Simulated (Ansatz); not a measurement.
**What InF (model cell, started as CsCl type) distorts into**

Aim: this structure of InF (model cell, started as CsCl type) is to be tested for unstable modes, and one is followed downhill.

Main program and level: Ansatz 0.2.0; DFT PBEsol, scalar-relativistic, plane waves, PAW.

The structure was built from a prototype and need not be the compound's stable phase.

## Step 1: Set-up

Symmetry: Pm-3m, No. 221, cubic system. Conventional cell: a = 3.271 Å, b = 3.271 Å, c = 3.271 Å, α = 90.00°, β = 90.00°, γ = 90.00°. In has 8 F at 2.83 Å nearest. Nearest to F lie 8 In at 2.83 Å. Farther neighbours and most contacts between anions are not listed.

## Step 2: Response at finite wavevector

The cell comes from relaxations at this level that are not shown. Stability and thermal properties need the whole zone. Linear response on a 4×4×4 q mesh gives force constants as far as a supercell of that size would.

The input, input.yaml:

```yaml
crystal:
  lattice:
    - [3.271261715, 0.0, 0.0]
    - [0.0, 3.271261715, 0.0]
    - [0.0, 0.0, 3.271261715]
  atoms:
    - { symbol: In, position: [0.0, 0.0, 0.0] }
    - { symbol: F, position: [0.5, 0.5, 0.5] }
kpoints:
  mp_grid: { grid: [16, 16, 16] }
hamiltonian:
  xc: pbesol
scf:
  occupations: { method: methfessel_paxton, width: 0.2 }
output:
  eigenvalues: true
phonons:
  method: dfpt
  qmesh: [4, 4, 4]
  temperatures: { t_max: 1000, t_step: 50 }
  qpath:
    path:
      - [[0.0, 0.0, 0.0], [0.0, 0.5, 0.0], [0.5, 0.5, 0.0], [0.0, 0.0, 0.0], [0.5, 0.5, 0.5], [0.0, 0.5, 0.0]]
      - [[0.5, 0.5, 0.5], [0.5, 0.5, 0.0]]
    npoints: 10
```

Run with:

```console
$ ansatz run input.yaml --threads 4 --pin off --max-ram 7168MiB --backend cpu --events-out ev --progress --plain --runs-dir out
```

Numbers of over 12 decimals in the logs are rounded to 6 here.

What it wrote:

```text
Engine: ansatz 0.2.0, aarch64-unknown-linux-gnu
Pseudopotentials: kind: paw
Pseudopotential: In, paw, valence charge 13, recommended cutoff 420 eV (normal), In.paw.azcp
Pseudopotential: F, paw, valence charge 7, recommended cutoff 420 eV (normal), F.paw.azcp
Functional definition: PBEsol
  exchange = pbesol_x
  correlation = pbesol_c
Crystal: 2 atoms, lattice volume = 35.006 Å³
Basis set: ecut = 420 eV, 691 PW (Γ), exchange–correlation on 48×48×48 points (8 copies of the dense FFT grid, shifted against one another)
Bands: 14, of which v1, the nominal top of the filled ones, is band 10 counted from 1 (9 counted from 0)
Symmetry: 48 space group operations
k-points: 165 of 4096
Non-local potential: In, projectors of the file, l = 0: 2, l = 1: 2, l = 2: 2, l = 3: 2
Non-local potential: F, projectors of the file, l = 0: 2, l = 1: 2, l = 2: 1
PAW form: soft (Blöchl's): semilocal exchange-correlation on the pseudo side does not see the compensation charge
PAW frozen core: In, regenerated for the run's functional, and the local potential with it (the file was generated under x = pbe(κ = 0.804, μ = 0.219515), c = pbe(β = 0.066725))
PAW frozen core: F, regenerated for the run's functional, and the local potential with it (the file was generated under x = pbe(κ = 0.804, μ = 0.219515), c = pbe(β = 0.066725))
PAW one-centre angular grid: In, 590 points (default); XC on 64 Gauss nodes
PAW one-centre angular grid: F, 110 points (default); XC on 64 Gauss nodes
Initial density: superposition of atomic densities (neutral atoms: chi_scale 0, normalization atom), corrected by the library's trained network
Initial wavefunctions: pseudopotential atomic-orbital guess
Functional: x = pbesol(κ = 0.804, μ = 0.123457), c = pbesol(β = 0.046)
SCF iter   1: F=—  HF=-6325.900382 eV  |F-HF|=—  |Δ(HF+E_count)|=         —  Δρ=1.43e-2  dr2=4.94e-2  ethr=1.77e-3  ⟨swp⟩=5.0  Hψ=11080  notcnv=0
preconditioner: auto → none  [metal: Δε(μ)=0.088 eV  Ē_g=17.303 eV  σ=0.200 eV  W_gap=0.35  n_scr=6 (ndim 8)  ℏωp=28.1 eV  f_vac=0.000  D(μ)=0.04/eV (n_scr^D=0)  sad-step TF]
SCF iter   2: F=—  HF=-6325.890167 eV  |F-HF|=—  |Δ(HF+E_count)|=   1.02e-2  S|Δr|=    0.00e0  Δρ=6.54e-3  dr2=1.28e-2  ethr=2.47e-4  ⟨swp⟩=1.0  Hψ=3630  notcnv=0
SCF iter   3: F=—  HF=-6325.887176 eV  |F-HF|=—  |Δ(HF+E_count)|=   2.99e-3  S|Δr|=    0.00e0  Δρ=5.43e-4  dr2=7.85e-5  ethr=6.42e-5  ⟨swp⟩=2.1  Hψ=2888  notcnv=0
SCF iter   4: F=—  HF=-6325.887175 eV  |F-HF|=—  |Δ(HF+E_count)|=   1.20e-6  S|Δr|=    0.00e0  Δρ=9.43e-5  dr2=2.20e-6  ethr=3.92e-7  ⟨swp⟩=2.3  Hψ=3279  notcnv=0
SCF iter   5: F=—  HF=-6325.887177 eV  |F-HF|=—  |Δ(HF+E_count)|=   2.08e-6  S|Δr|=    0.00e0  Δρ=2.52e-5  dr2=1.39e-7  ethr=1.10e-8  ⟨swp⟩=2.0  Hψ=3704  notcnv=0
SCF iter   6: F=—  HF=-6325.887177 eV  |F-HF|=—  |Δ(HF+E_count)|=  2.66e-10  S|Δr|=    0.00e0  Δρ=5.41e-6  dr2=5.20e-9  ethr=6.97e-10  ⟨swp⟩=2.0  Hψ=3638  notcnv=0
SCF iter   7: F=—  HF=-6325.887177 eV  |F-HF|=—  |Δ(HF+E_count)|=   1.57e-9  S|Δr|=    0.00e0  Δρ=3.34e-7  dr2=2.21e-11  ethr=2.60e-11  ⟨swp⟩=2.1  Hψ=3733  notcnv=0
SCF iter   8: F=-6325.887177 eV  HF=-6325.887177 eV  |F-HF|=1.82e-12  |Δ(HF+E_count)|=  1.00e-11  S|Δr|=    0.00e0  Δρ=1.19e-8  dr2=2.96e-14  ethr=1.00e-12  ⟨swp⟩=5.6  Hψ=9369  notcnv=0
SCF 1 converged in 8 iterations: F = -6325.887177 eV  dr2 = 2.96e-14
  greatest PAW one-centre occupation: 0.984 electrons in one spin orbital (limit 2), on the In atom at site 0 (counted from 0), in its partial waves of l = 2
Initial density: read from a saved state, or passed on in memory by an earlier SCF of this step, an earlier step, the calling program or the single point that the run made first
iter 1 solved again at ethr=1.21e-7 eV; its pass at ethr=3.10e-3 eV (dr2=2.42e-5 eV) is discarded
SCF iter   1: F=—  HF=-6325.887176 eV  |F-HF|=—  |Δ(HF+E_count)|=         —  Δρ=1.17e-6  dr2=2.28e-10  ethr=1.21e-7  ⟨swp⟩=3.0  Hψ=17331  notcnv=0
eigensolver tolerance schedule: the retry pair's looser diagonalisation over-reported the residual by 105977.23 of it (diagonalisation noise at an unbounded share of the residual, at the tolerance the schedule requests for it); recorded, not acted on — ethr = c·dr2/N_el stays at c = 1.0e-1
preconditioner: auto → none  [metal: Δε(μ)=0.100 eV  Ē_g=17.399 eV  σ=0.200 eV  W_gap=0.40  n_scr=6 (ndim 8)  ℏωp=28.1 eV  f_vac=0.000  D(μ)=0.04/eV (n_scr^D=0)]
SCF iter   2: F=—  HF=-6325.887177 eV  |F-HF|=—  |Δ(HF+E_count)|=   5.23e-7  S|Δr|=    0.00e0  Δρ=1.07e-6  dr2=2.31e-10  ethr=1.14e-12  ⟨swp⟩=3.4  Hψ=5642  notcnv=0
SCF iter   3: F=—  HF=-6325.887177 eV  |F-HF|=—  |Δ(HF+E_count)|=  1.00e-10  S|Δr|=    0.00e0  Δρ=5.47e-7  dr2=5.55e-11  ethr=1.14e-12  ⟨swp⟩=2.0  Hψ=3077  notcnv=0
SCF iter   4: F=—  HF=-6325.887177 eV  |F-HF|=—  |Δ(HF+E_count)|=  2.73e-11  S|Δr|=    0.00e0  Δρ=2.64e-7  dr2=1.17e-11  ethr=1.00e-12  ⟨swp⟩=1.0  Hψ=2310  notcnv=0
SCF iter   5: F=-6325.887177 eV  HF=-6325.887177 eV  |F-HF|=7.28e-12  |Δ(HF+E_count)|=  3.64e-12  S|Δr|=    0.00e0  Δρ=2.08e-7  dr2=7.20e-12  ethr=1.00e-12  ⟨swp⟩=2.9  Hψ=5700  notcnv=0
SCF 2 converged in 5 iterations: F = -6325.887177 eV  dr2 = 7.20e-12
phonons: the bands overlap, so this run is a metal and interpolates without the dipole-dipole term. If the crystal is really an insulator or semiconductor, its LO-TO splitting is missing
NSCF: frozen V_eff on 165 k-points
WARN: eigensolver did not converge in 2 slots of this pass, the one above among them; of largest residual over every band (k=162): 1 band(s) unlocked (lowest unlocked band 13, counted from 0; max residual 4.57e-6 eV among the unlocked bands, 4.57e-6 eV over every band); of lowest unlocked band (k=162): band 13
NSCF: frozen V_eff on 405 k-points
DFPT response loops at q = (0, 0, 0) (fractional): preconditioner auto → Kerker (q_TF=auto, 2.485 Å⁻¹) (partly filled bands, converged f_vac=0.000); β = 1.00, the filter's whole step (`scf.mixing.beta` (0.50) is not read by the response loops under this deck's `scf.mixing.preconditioner`; to damp them name `kerker` or `kerker_dos`, under which they read `scf.mixing.beta`, and type it under 1.00, their step now; both keys bind the ground state too); Broyden in place of MSR1
NSCF: frozen V_eff on 2592 k-points
DFPT response loops at q = (0, 0, 0.25) (fractional): mixed as the last ones told, above
NSCF: frozen V_eff on 1458 k-points
DFPT response loops at q = (0, 0, -0.5) (fractional): mixed as the last ones told, above
NSCF: frozen V_eff on 4608 k-points
DFPT response loops at q = (0, 0.25, 0.25) (fractional): mixed as the last ones told, above
NSCF: frozen V_eff on 2592 k-points
DFPT response loops at q = (0, 0.25, -0.5) (fractional): mixed as the last ones told, above
NSCF: frozen V_eff on 1458 k-points
DFPT response loops at q = (0, -0.5, -0.5) (fractional): mixed as the last ones told, above
NSCF: frozen V_eff on 4352 k-points
DFPT response loops at q = (0.25, 0.25, 0.25) (fractional): mixed as the last ones told, above
NSCF: frozen V_eff on 4608 k-points
DFPT response loops at q = (0.25, 0.25, -0.5) (fractional): mixed as the last ones told, above
NSCF: frozen V_eff on 2592 k-points
DFPT response loops at q = (0.25, -0.5, -0.5) (fractional): mixed as the last ones told, above
NSCF: frozen V_eff on 810 k-points
DFPT response loops at q = (-0.5, -0.5, -0.5) (fractional): mixed as the last ones told, above
SCF converged after 8 iterations
Stability not checked: this state was not tested for a lower state beside it, because cold or Methfessel-Paxton smearing, or corrected tetrahedra, fill the levels in a way that the test cannot read (fill_not_monotonic; see scf.lower_state_search)
Free energy (F): -6325.887177 eV
Harris-Foulkes:  -6325.887177 eV  (|F-HF|=1.82e-12)
Internal energy: -6325.887540 eV  (E = F + TS)
E sigma→0 (E₀):  -6325.887268 eV
Entropy (-TS):   0.000364 eV (0.182 meV/atom)
Fermi energy:    8.199210 eV
Step filling:    the computed levels leave a gap of 0.1000 eV = 0.5 smearing widths at the electron count; against every level under it full and every level over it empty, smearing changes F+E_penalty+E_count by +0.112 meV and its σ→0 estimate by +0.021 meV
--- Per-component energies (eV) ---
  E_band       = -53.977150
  E_kinetic    = 444.612684
  E_local      = -1550.434582  (includes V_loc(G=0)·N_el)
  E_nonlocal   = 441.081196
  E_hartree    = 585.952507
  E_xc         = -293.042861
  E_vxc        = -201.980635  (∫ρ·V_xc dr)
  E_paw        = -4271.761758  (= ΣΔE_a)
  E_vpaw       = -359.162852  (= ΣTr[D̂ρ^β])
  E_aug_tail   = 0.002028  (compensation charges beyond the density's cutoff)
  E_ewald      = -1682.575100
  E_core_change = 0.278345  (= ΣΔE_core)
  E_smearing   = 0.000364  (= −TS)
  E_closure    = -0.000000  (closes the sum)
  Σ components = -6325.887177   (vs F -6325.887177, Δ=0.00e0)
--- Band table (eV; the first three rows and the last of 165) ---
  k-point 0: bands = [... 6 lower, 1.9424, 4.1698, 4.1698, 4.1698, 16.5208, 16.5208, 16.5208, 17.4304]
  k-point 1: bands = [... 6 lower, 1.9065, 4.1806, 4.1806, 4.2327, 15.5867, 16.5334, 16.5334, 17.4708]
  k-point 2: bands = [... 6 lower, 1.8115, 4.2130, 4.2130, 4.4149, 14.2958, 16.5692, 16.5692, 17.5922]
  k-point 164: bands = [... 6 lower, 3.7916, 3.7916, 3.7916, 9.3409, 10.1407, 10.1407, 10.1407, 19.0456]
--- Phonons (Γ-DFPT): 2 representative perturbations + reference (Σ response iterations 7) ---
  ASR residual: 1.145e-5 → 0.000e0 eV/Å²; symmetrization residual: 3.101e-6 eV/Å²
  ASR residual per site (eV/Å²): 1.15e-5 3.40e-6
  Γ frequencies (cm⁻¹): -115.42 -115.42 -115.42 0.00 0.00 0.00
--- Phonons (arbitrary-q DFPT): 10 irreducible q on the 4×4×4 mesh ---
  q = [0.0000, 0.0000, 0.0000] (star 1, of the zone-centre solve; hermiticity 7.77e-6, symmetrization 3.75e-11): -115.42 -115.42 -115.42 -0.00 -0.00 0.00
  q = [0.0000, 0.0000, 0.2500] (star 6, 4 solved perturbations in 4032 linear systems a pass and spin channel, the states on 1296 of 4096 k-point pairs; hermiticity 1.53e-6, symmetrization 1.02e-12): -75.95 -75.95 26.74 26.74 82.46 210.54
  q = [0.0000, 0.0000, -0.5000] (star 3, 4 solved perturbations in 2268 linear systems a pass and spin channel, the states on 729 of 4096 k-point pairs; hermiticity 9.64e-14, symmetrization 1.25e-12): -56.40 -56.40 80.17 80.17 127.36 218.29
  q = [0.0000, 0.2500, 0.2500] (star 12, 4 solved perturbations in 7056 linear systems a pass and spin channel, the states on 2304 of 4096 k-point pairs; hermiticity 2.02e-6, symmetrization 1.91e-12): -107.14 -65.04 45.43 58.25 81.07 165.63
  q = [0.0000, 0.2500, -0.5000] (star 12, 6 solved perturbations on 1296 of 4096 k-point pairs; hermiticity 2.30e-6, symmetrization 2.18e-14): -62.59 18.95 25.06 73.02 103.56 110.48
  q = [0.0000, -0.5000, -0.5000] (star 3, 4 solved perturbations in 2268 linear systems a pass and spin channel, the states on 729 of 4096 k-point pairs; hermiticity 4.83e-6, symmetrization 6.63e-13): -103.89 -103.89 -68.35 63.63 89.63 89.63
  q = [0.2500, 0.2500, 0.2500] (star 8, 2 solved perturbations on 2176 of 4096 k-point pairs; hermiticity 2.85e-6, symmetrization 3.96e-12): -12.55 -12.55 56.69 56.69 59.43 104.35
  q = [0.2500, 0.2500, -0.5000] (star 12, 4 solved perturbations in 7056 linear systems a pass and spin channel, the states on 2304 of 4096 k-point pairs; hermiticity 1.61e-6, symmetrization 3.71e-13): -49.30 -44.42 26.48 66.29 96.91 118.67
  q = [0.2500, -0.5000, -0.5000] (star 6, 4 solved perturbations in 4032 linear systems a pass and spin channel, the states on 1296 of 4096 k-point pairs; hermiticity 5.00e-6, symmetrization 5.24e-12): 15.65 61.22 61.22 82.66 82.66 111.39
  q = [-0.5000, -0.5000, -0.5000] (star 1, 2 solved perturbations on 405 of 4096 k-point pairs; hermiticity 1.20e-12, symmetrization 3.93e-12): 72.29 72.29 72.29 137.25 137.25 137.25
  sum rule: each row above includes the acoustic sum rule's correction from the zone centre's row sums; it moved no ω² by more than (0.22 cm⁻¹)²
  mesh force constants: q→R imaginary residual 6.82e-19; ASR residual 1.145e-5 → 0.000e0 eV/Å²; symmetrization residual 1.776e-15 eV/Å²
  interpolated dispersion: 62 rows × 6 modes
  density of states and harmonic sums: on the 20×20×20 q-mesh, interpolated from the force constants of a 4×4×4 supercell (no non-analytic term)
  largest difference from the sums on the solved wave vectors: F 7.97e-2 eV, S 9.84e-5 and C_V 2.32e-5 eV/K
  zero-point energy: 0.021129 eV/cell   skipped modes (ω ≤ 0): 549, of them read as no rigid motion or as one in doubt: 546 (1.920e0 modes/cell left out, lowest -122.84 cm⁻¹)   left out of the sums: 3.20e-1 of the cell's modes: C_V's classical limit lies that fraction below 3 k_B per atom; for a crystal, a wire or a layer, F and S can be off by more, and a phonons.interpolated_qmesh denser along its periods is the remedy for the sampling
```

Run time: 5.8 min. Hardware: 4 threads of Arm Neoverse V2, shared host; peak memory 2.8 GiB; 22 min of CPU time.

Reading the cycles: dr2 is the Hartree energy of the density residual (eV), the measure of convergence; HF is the Harris–Foulkes estimate of the energy, which meets the free energy F at convergence.

This step gave:

- volume per atom: 17.50 Å³
- gap on the k-mesh: 0 eV
- sum-rule residual before enforcement: 1.15e-5 eV/Å²
- lowest frequency on the path: -122.8 cm⁻¹
- point group: m-3m
- highest frequency on the path or at a solved wavevector: 233.1 cm⁻¹
- highest optical mode at the zone centre (no LO-TO term): -115.4 cm⁻¹
- lowest optical zone-centre mode: -115.4 cm⁻¹
- lowest mode on the q mesh (acoustic modes at Γ apart): -115.4 cm⁻¹

Frequencies (cm⁻¹) solved at each irreducible wavevector; negative means imaginary. Frequencies by wavevector, by row:

```csv
q in reciprocal lattice units,star,mode 1,mode 2,mode 3,mode 4,mode 5,mode 6
0 0 0,1,-115.4,-115.4,-115.4,0,0,0
0 0 0.25,6,-76,-76,26.7,26.7,82.5,210.5
0 0 -0.5,3,-56.4,-56.4,80.2,80.2,127.4,218.3
0 0.25 0.25,12,-107.1,-65,45.4,58.2,81.1,165.6
0 0.25 -0.5,12,-62.6,18.9,25.1,73,103.6,110.5
0 -0.5 -0.5,3,-103.9,-103.9,-68.3,63.6,89.6,89.6
0.25 0.25 0.25,8,-12.6,-12.6,56.7,56.7,59.4,104.3
0.25 0.25 -0.5,12,-49.3,-44.4,26.5,66.3,96.9,118.7
0.25 -0.5 -0.5,6,15.7,61.2,61.2,82.7,82.7,111.4
-0.5 -0.5 -0.5,1,72.3,72.3,72.3,137.2,137.2,137.2
```

Interpolated from a 4×4×4 q mesh. Phonon branches along the path, in cm⁻¹:

```csv
point,branch 1,branch 2,branch 3,branch 4,branch 5,branch 6
Γ,-115,-115,-115,0,0,0
halfway,-76,-76,27,27,82,210
X,-56,-56,80,80,127,218
halfway,-63,19,25,73,104,110
M,-104,-104,-68,64,90,90
halfway,-107,-65,45,58,81,166
Γ,-115,-115,-115,0,0,0
halfway,-13,-13,57,57,59,104
R,72,72,72,137,137,137
halfway,-49,-44,26,66,97,119
X,-56,-56,80,80,127,218
jump to R,72,72,72,137,137,137
halfway,16,61,61,83,83,111
M,-104,-104,-68,64,90,90
```

The phonon branches as a text plot (rows in cm⁻¹):

```
    226 |    ***
    211 |   *   **                                      **
    196 |
    181 |                                              *
    166 |         *          **
    152 |                      *     **
    137 |          *       **          *     ******   *   *
    122 |  *   *****                        **   * ** **** **
    107 |     *     *     *         *   *  *     *   **    * *
     92 |    *       ********   *           *     **** *    * ***
     77 |   *  ********  **  *           **********     ****** *
     63 |  *  *   *  ***********       **  **    ****      * *  *
     48 | *  *     *         ***     *** **        *   *    *
     33 | * *                 * *   ***    *       **
     18 |*                     * * *     **        *         *
      3 |***                    ***
    -12 |          *                    *
    -26 |                *                           **
    -41 |         * *                               ***
    -56 |     *******      **        ***            ** ***    **
    -71 |   **      *******  ***   *                          * *
    -86 |             * *     ****  *                          *
   -101 |* *           **    *  ** *                            *
   -115 |**              ****    **
         Γ      X      M          Γ            R        X|R     M
```

Symmetry leaves 10 wavevectors to solve. The lowest mode among them, the acoustic zeros apart, lies at Γ and is imaginary, 115.4i cm⁻¹, so the energy falls along it. Between them the interpolated path dips to 123i cm⁻¹.

## Step 3: The mode frozen in, largest atomic shift 0 Å

The mode followed lies at Γ with frequency 115.4i cm⁻¹ and is 3-fold degenerate, the softest among the wavevectors solved. At small amplitude the distorted cell has space group no. 38 by a symmetry search on the positions. The undistorted cell that holds it gives the zero of energy on the same k mesh.

input.yaml, the sections that differ from step 2:

```yaml
output:
  forces: true
  stress: true
  eigenvalues: true
# crystal, kpoints, hamiltonian, scf: as in step 2
# phonons: removed
```

What it wrote:

```text
[...]
Crystal: 2 atoms, lattice volume = 35.006 Å³
Basis set: ecut = 420 eV, 691 PW (Γ), exchange–correlation on 48×48×48 points (8 copies of the dense FFT grid, shifted against one another)
Bands: 14, of which v1, the nominal top of the filled ones, is band 10 counted from 1 (9 counted from 0)
Symmetry: 48 space group operations
[...]
k-points: 165 of 4096
[...]
--- Band table (eV; the first three rows and the last of 165) ---
  k-point 0: bands = [... 6 lower, 1.9424, 4.1698, 4.1698, 4.1698, 16.5208, 16.5208, 16.5208, 17.4304]
  k-point 1: bands = [... 6 lower, 1.9065, 4.1806, 4.1806, 4.2327, 15.5867, 16.5334, 16.5334, 17.4708]
  k-point 2: bands = [... 6 lower, 1.8115, 4.2130, 4.2130, 4.4149, 14.2958, 16.5692, 16.5692, 17.5923]
  k-point 164: bands = [... 6 lower, 3.7917, 3.7917, 3.7917, 9.3409, 10.1407, 10.1407, 10.1407, 19.0456]
[key lines of the parts left out:]
SCF converged after 6 iterations
Free energy (F): -6325.887177 eV
Fermi energy:    8.199225 eV
P = ⅓ Tr σ = 0.0054 GPa (0.054 kbar)
```

It took 1 s on 4 threads; peak memory 0.36 GiB; 3.5 s of CPU time.

Numbers from this step:

```yaml
pressure: 0.005402 GPa
energy_from_the_undistorted_cell: 0 meV/atom
```

The run ends at a pressure of 0.01 GPa.

## Step 4: The mode frozen in, largest atomic shift 0.45 Å

The atoms are moved along the unstable eigenvector, the largest shift by 0.45 Å, with the cell fixed.

input.yaml, the sections that differ from step 3:

```yaml
crystal:
  lattice:
    - [3.271261715, 0.0, 0.0]
    - [0.0, 3.271261715, 0.0]
    - [0.0, 0.0, 3.271261715]
  atoms:
    - { symbol: In, position: [0.0, -0.0160949394, -0.0160949394] }
    - { symbol: F, position: [0.5, 0.5972707412, 0.5972707412] }
# kpoints, hamiltonian, scf, output: as in step 3
```

What it wrote:

```text
[...]
Crystal: 2 atoms, lattice volume = 35.006 Å³
Basis set: ecut = 420 eV, 691 PW (Γ), exchange–correlation on 48×48×48 points (8 copies of the dense FFT grid, shifted against one another)
Bands: 14, of which v1, the nominal top of the filled ones, is band 10 counted from 1 (9 counted from 0)
Symmetry: 4 space group operations
[...]
k-points: 657 of 4096 (time reversal used)
[...]
--- Band table (eV; the first three rows and the last of 657) ---
  k-point 0: bands = [... 6 lower, 2.0300, 3.6739, 3.8912, 3.9710, 15.2242, 16.1988, 16.7960, 18.4833]
  k-point 1: bands = [... 6 lower, 1.9831, 3.6843, 3.8764, 4.0640, 14.9491, 16.0369, 16.8083, 18.5064]
  k-point 2: bands = [... 6 lower, 1.8615, 3.7157, 3.8798, 4.2834, 14.0744, 16.0176, 16.8438, 18.5810]
  k-point 656: bands = [... 6 lower, 3.0755, 3.2118, 3.5196, 9.4293, 10.1563, 10.8867, 10.9221, 18.5137]
[key lines of the parts left out:]
SCF converged after 6 iterations
Free energy (F): -6325.955194 eV
Fermi energy:    8.466397 eV
P = ⅓ Tr σ = 2.4522 GPa (24.522 kbar)
```

Run time: 6 s. Hardware: 4 threads; peak memory 0.63 GiB; 23 s of CPU time.

Numbers from this step:

```yaml
pressure: 2.452 GPa
energy_from_the_undistorted_cell: -33.99 meV/atom
```

The energy, extrapolated to zero smearing, is -33.99 meV/atom against the undistorted cell.

The run ends at a pressure of 2.45 GPa, with forces up to 0.096 eV/Å.

[end of part 1 of 2]

[Logs are printed without paths, hosts, clocks, repeated set-up lines and the standing remarks that a program may print on its own settings, such as how far it seeks lower states.]

[Hosts, paths, dates, database ids (printed as entryN), source tags and the programs' standing remarks are cut or masked in the printed files.]
